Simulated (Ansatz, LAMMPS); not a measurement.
## Molecular dynamics of liquid (Cs,Li)(F,Cl) at 1000 K (100 atoms)

Wanted: a short trajectory of liquid (Cs,Li)(F,Cl) at 1000 K (100 atoms) with its pair distributions.

Method: Kohn-Sham DFT, PBE, PAW (set soft_2), plane waves, in Ansatz 0.2.0.

## 1. The starting structure

The cell holds 100 atoms: 28 Cs, 22 Li, 19 F and 31 Cl. Its edges and angles: a = 14.725 Å, b = 14.725 Å, c = 14.725 Å, α = 90.0°, β = 90.0°, γ = 90.0°. 100 atoms (28 Cs, 22 Li, 19 F, 31 Cl) placed at random at 2.77 g/cm³, melted at 1800 K for 10 ps at fixed volume with the Lennard-Jones and Coulomb ion parameters for SPC/E (Joung and Cheatham, J. Phys. Chem. B 112, 9020 (2008)), full charges. Snapshot at the end of a hold of 20 ps at 1000 K and fixed volume.

What the set-up can't give: The network of bonds at the start is that of the classical potential that made the cell, and needn't be the one that DFT or experiment would give. The ion parameters were fitted for water, not for melts, so the starting structure of this cell may lie well off the real melt's. The Brillouin zone is sampled at Γ only, in a cell whose shortest periodic width is 15 Å. Spin–orbit coupling is left out, which matters for the levels of the heavy elements.

## 2. Dynamics at 900 K

Without a thermostat the total energy must stay constant, which tests forces and time step. The time step is 1.0 fs.

input.yaml reads:

```yaml
crystal:
  lattice:
    - [14.7253, 0.0, 0.0]
    - [0.0, 14.7253, 0.0]
    - [0.0, 0.0, 14.7253]
  atoms:
    - { symbol: Cs, position: [0.66933, 0.08386, 0.0431] }
    - { symbol: Cs, position: [0.81213, 0.8015, 0.43284] }
    - { symbol: Cs, position: [0.3144, 0.70994, 0.7119] }
    - { symbol: Cs, position: [0.08607, 0.46398, 0.1415] }
    [... 90 atom lines left out ...]
    - { symbol: Cl, position: [0.61918, 0.89133, 0.32102] }
    - { symbol: Cl, position: [0.75006, 0.76976, 0.82932] }
    - { symbol: Cl, position: [0.45268, 0.71671, 0.91945] }
    - { symbol: Cl, position: [0.41088, 0.93037, 0.98271] }
    - { symbol: Cl, position: [0.8731, 0.59195, 0.52972] }
    - { symbol: Cl, position: [0.37158, 0.18998, 0.79705] }
kpoints:
  mp_grid: { grid: [1, 1, 1] }
hamiltonian:
  xc: pbe
scf:
  occupations: { method: fermi_dirac, width: 0.025 }
output:
  forces: true
md:
  timestep: 1.0
  n_steps: 66
  ensemble: nve
  temperature: 900
  initial_velocities: maxwell_boltzmann
  seed: 121
```

Started as:

```sh
$ ansatz run input.yaml --threads 4 --pin off --max-ram 8192MiB --backend cpu --events-out ev --progress --plain --runs-dir out
```

Run time: 23 min. Hardware: 4 threads of Arm Neoverse V2, shared host; peak memory 4.1 GiB; 88 min of CPU time.

The program notes that it switched symmetry off.

The trajectory, sampled:

```csv
time (fs),T (K),potential (meV/atom),conserved (meV/atom)
0.0,900,0.0,0.00
4.0,890,1.3,0.00
9.0,880,2.5,0.00
13.0,872,3.6,0.00
18.0,856,5.6,0.00
22.0,843,7.3,0.00
26.0,843,7.3,0.00
31.0,871,3.7,0.00
35.0,911,-1.4,-0.01
40.0,958,-7.4,-0.02
44.0,969,-8.8,-0.02
48.0,960,-7.6,0.00
53.0,969,-8.9,0.00
57.0,1000,-12.8,-0.01
62.0,1033,-17.1,-0.01
66.0,1048,-19.0,-0.01
```

Mean square displacement from the first frame to the last: Cs 0.058 Å², Li 0.72 Å², F 0.31 Å², Cl 0.23 Å².

Mean square displacement against time lag:

```csv
time lag (fs),Cl (Å²),Cs (Å²),F (Å²),Li (Å²)
1.0,6.9e-5,1.7e-5,1.3e-4,3.4e-4
2.0,2.7e-4,6.8e-5,5.1e-4,0.00137
3.0,6.2e-4,1.5e-4,0.00114,0.00308
6.0,0.00245,6.1e-4,0.00453,0.0122
7.0,0.00333,8.3e-4,0.00615,0.0165
9.0,0.00548,0.00136,0.0101,0.0269
10.0,0.00675,0.00167,0.0124,0.0329
11.0,0.00814,0.00202,0.0150,0.0395
14.0,0.0131,0.00325,0.0240,0.0623
15.0,0.0150,0.00372,0.0274,0.0708
17.0,0.0191,0.00475,0.0348,0.0889
18.0,0.0214,0.00531,0.0388,0.0985
19.0,0.0237,0.00590,0.0430,0.108
22.0,0.0315,0.00785,0.0566,0.140
23.0,0.0343,0.00855,0.0614,0.151
25.0,0.0402,0.0100,0.0715,0.173
26.0,0.0434,0.0108,0.0767,0.185
27.0,0.0466,0.0117,0.0821,0.196
30.0,0.0569,0.0143,0.0987,0.232
31.0,0.0605,0.0152,0.104,0.243
33.0,0.0680,0.0171,0.116,0.268
```

Over the second half of 66 fs the temperature averages 976 K, rising from about 926 to 1034 K (means over the first and last quarter of that half). The conserved energy stays within 0.03 meV/atom. From first frame to last Li has the largest mean square displacement, 0.72 Å² at the end; the farthest move is 1.89 Å. The run spans 0.07 ps, too short for its means to be equilibrium values.

## 3. Structure statistics late in the run

The g(r) is a mean over the second half.

Density 2.77 g/cm³, 31.93 Å³ an atom.

Mean of 18 frames. Pair distribution functions g(r), in bins of 0.2 Å:

```csv
r (Å),total,Cl-Cl,Cl-Cs,Cl-Li,Cl-F,Cs-Cs,Cs-Li
1.50,0.07,0.00,0.00,0.00,0.00,0.00,0.00
1.70,1.10,0.00,0.00,0.00,0.00,0.00,0.00
1.90,1.21,0.00,0.00,0.00,0.00,0.00,0.00
2.10,0.64,0.00,0.00,1.06,0.00,0.00,0.00
2.30,0.68,0.00,0.00,2.52,0.00,0.00,0.00
2.50,0.60,0.00,0.00,2.58,0.00,0.00,0.00
2.70,0.72,0.00,0.00,1.62,0.00,0.00,0.00
2.90,0.96,0.00,1.30,0.64,0.08,0.00,0.00
3.10,1.31,0.07,3.51,0.53,1.18,0.00,0.28
3.30,1.64,0.18,4.68,0.47,0.94,0.00,0.79
3.50,1.29,0.06,2.71,0.33,1.52,0.27,0.84
3.70,1.27,0.76,1.91,0.49,2.08,0.23,1.25
3.90,0.91,1.00,0.81,0.49,0.83,1.24,1.04
4.10,0.99,1.46,0.38,0.83,0.92,1.91,1.22
4.30,1.13,1.55,0.75,0.88,1.17,1.62,1.17
4.50,1.12,1.69,0.41,0.83,1.34,1.50,1.58
4.70,1.08,2.06,0.35,0.77,0.92,2.11,1.25
4.90,0.98,1.73,0.60,1.00,0.67,0.85,0.87
5.10,1.03,1.46,0.64,1.04,0.53,2.12,1.10
5.30,0.91,0.92,0.63,1.08,0.77,1.01,1.00
5.50,0.79,0.60,0.57,0.87,0.78,0.89,0.83
5.70,0.96,0.82,0.93,1.32,0.80,0.84,0.72
5.90,0.84,0.95,0.57,0.97,0.76,1.00,0.65
6.10,0.98,1.06,0.92,0.83,0.76,1.14,0.85
6.30,0.97,1.10,1.06,0.98,1.00,0.79,0.53
6.50,0.97,0.94,1.23,0.81,1.29,0.99,1.02
6.70,1.14,1.10,1.29,0.95,1.69,1.06,1.15
6.90,0.97,0.77,1.24,1.16,1.02,0.49,1.13
```

## 4. Single point at the last frame

The last frame is solved again with fuller output, to read the electronic structure of a thermally displaced geometry.

input.yaml reads:

```yaml
crystal:
  lattice:
    - [14.7253, 0.0, 0.0]
    - [0.0, 14.7253, 0.0]
    - [0.0, 0.0, 14.7253]
  atoms:
    - { symbol: Cs, position: [0.68953, 0.0838, 0.04477] }
    - { symbol: Cs, position: [0.80521, 0.78559, 0.42939] }
    - { symbol: Cs, position: [0.32235, 0.70995, 0.72909] }
    - { symbol: Cs, position: [0.08342, 0.46874, 0.14179] }
    [... 90 atom lines left out ...]
    - { symbol: Cl, position: [0.61042, 0.86851, 0.31173] }
    - { symbol: Cl, position: [0.75919, 0.78164, 0.8527] }
    - { symbol: Cl, position: [0.40748, 0.68413, 0.92742] }
    - { symbol: Cl, position: [0.43774, 0.95981, 0.99217] }
    - { symbol: Cl, position: [0.8774, 0.59587, 0.55222] }
    - { symbol: Cl, position: [0.37633, 0.20652, 0.79034] }
kpoints:
  mp_grid: { grid: [1, 1, 1] }
hamiltonian:
  xc: pbe
scf:
  occupations: { method: fermi_dirac, width: 0.025 }
output:
  forces: true
  stress: true
  populations: true
  dos:
    method: { smearing: { sigma: 0.15 } }
    de: 0.1
    projected: { site_lists: { Cl: [Cl], Cs: [Cs], F: [F], Li: [Li] } }
  eigenvalues: true
  write_density: true
  write_potential: true
  volumetric_format: npy
  elf: true
```

Wall time 72 s (4 threads); peak memory 3.9 GiB; 4.7 min of CPU time.

The program notes that the exchange-correlation potential is rough where the density is thin.

The run gave:

```yaml
free_energy: -212263.9996 eV
free_energy_per_atom: -2122.6400 eV/atom
scf_cycles: 10
pressure: 0.9848 GPa
r_m_s_force_component: 0.4541 eV/Å
longest_force: 2.275 eV/Å
fermi_energy: 3.527 eV
spacing_of_highest_filled_and_lowest_empty_level: 2.855 eV
spilling_of_the_projection: 0.005911
```

Length of the force by element:

```csv
element,coordination,atoms,mean length of the force (eV/Å),spread,least,most
Cl,all,31,0.565,0.282,0.149,1.38
Cs,all,28,0.651,0.301,0.211,1.43
F,all,19,0.805,0.502,0.287,2.28
Li,all,22,0.820,0.384,0.306,1.72
```

Löwdin charges by element (they lack the spilled electrons, 0.039 e an atom on average):

```csv
element,coordination,atoms,mean charge (e),spread,least,most
Cl,all,31,-0.714,0.0291,-0.751,-0.638
Cs,all,28,0.854,0.0228,0.813,0.908
F,all,19,-0.771,0.0116,-0.792,-0.748
Li,all,22,0.764,0.0283,0.708,0.809
```

Density of states as counts of states in windows of 1 eV (from the Fermi level), total and the larger projections:

```csv
from (eV),to (eV),total,Cl p,Cs p,F p,Cs s,Cl s
-18,-17,0.0,0.0,0.0,0.0,0.0,0.0
-17,-16,4.6,0.0,0.0,0.0,0.1,4.3
-16,-15,34.0,0.0,0.4,0.0,1.1,31.8
-15,-14,21.3,0.0,0.3,0.0,0.7,20.1
-14,-13,2.0,0.0,0.0,0.0,0.1,1.9
-13,-11,0.0,0.0,0.0,0.0,0.0,0.0
-11,-10,3.8,0.1,3.6,0.0,0.0,0.0
-10,-9,81.4,1.8,78.3,0.4,0.4,0.3
-9,-8,82.0,2.1,78.3,0.5,0.3,0.5
-8,-7,0.9,0.0,0.8,0.0,0.0,0.0
-7,-6,4.2,0.1,0.0,3.9,0.0,0.0
-6,-5,36.7,4.0,0.3,30.8,0.1,0.0
-5,-4,75.4,29.7,0.8,42.1,0.7,0.1
-4,-3,135.2,99.5,2.7,28.9,1.7,0.1
-3,-2,42.5,36.4,1.1,4.0,0.3,0.0
-2,-1,6.0,5.7,0.1,0.0,0.1,0.0
-1,1,0.0,0.0,0.0,0.0,0.0,0.0
1,2,2.9,0.1,0.0,0.0,1.6,0.2
2,3,28.7,0.9,0.3,0.2,10.4,0.7
3,4,74.1,1.3,0.3,0.4,13.4,0.7
```

Between -26 and -18 eV lie 94 more states.

The stored curve holds about 624 of the 668 electrons; the rest, give or take the few that broadening carries across the Fermi level, lie in deeper levels below its range.

The levels nearest the highest filled one (over half full), pooled over k-points and spins:

```csv
level less the highest filled one (eV),occupation
-1.30,2
-1.28,2
-1.23,2
-0.215,2
-0.0944,2
0,2
2.85,0
3.43,0
3.57,0
3.74,0
3.82,0
3.94,0
```

Mean Löwdin charges: Cl -0.71, Cs +0.85, F -0.77, Li +0.76 e (they miss 0.59 % of the electrons, so they add up to more than the cell's charge). The largest share in the top eV of filled states is Cl p (96 % of the projected weight), and in the lowest eV of empty states Cs s (63 % of the projected weight).

## 5. Summary of results

```yaml
mean_temperature_second_half: 975.5 K
temperature_swing_second_half: 40.69 K
slope_of_the_conserved_energy_against_time_by_least_squares: -0.2149 meV/atom/ps
free_energy_per_atom: -2122.6400 eV/atom
pressure: 0.9848 GPa
r_m_s_force_component: 0.4541 eV/Å
spacing_of_highest_filled_and_lowest_empty_level: 2.855 eV
wall_time_of_the_2_dft_runs: 24 min
```

What this shows: Over the second half of 66 fs the temperature averages 976 K, rising from about 926 to 1034 K (means over the first and last quarter of that half). The conserved energy stays within 0.03 meV/atom. The run spans 0.07 ps, too short for its means to be equilibrium values. Filled and empty levels are parted by 2.85 eV (at Γ alone); a semilocal functional tends to put such gaps too low. In a disordered cell it changes from sample to sample and from frame to frame.

What to keep in mind: The pressure of a single frame lacks the kinetic term, about 0.42 GPa here.

[Logs are printed without paths, hosts, clocks, repeated set-up lines and the standing remarks that a program may print on its own settings, such as how far it seeks lower states.]

[Hosts, paths, dates, database ids (printed as entryN), source tags and the programs' standing remarks are cut or masked in the printed files.]
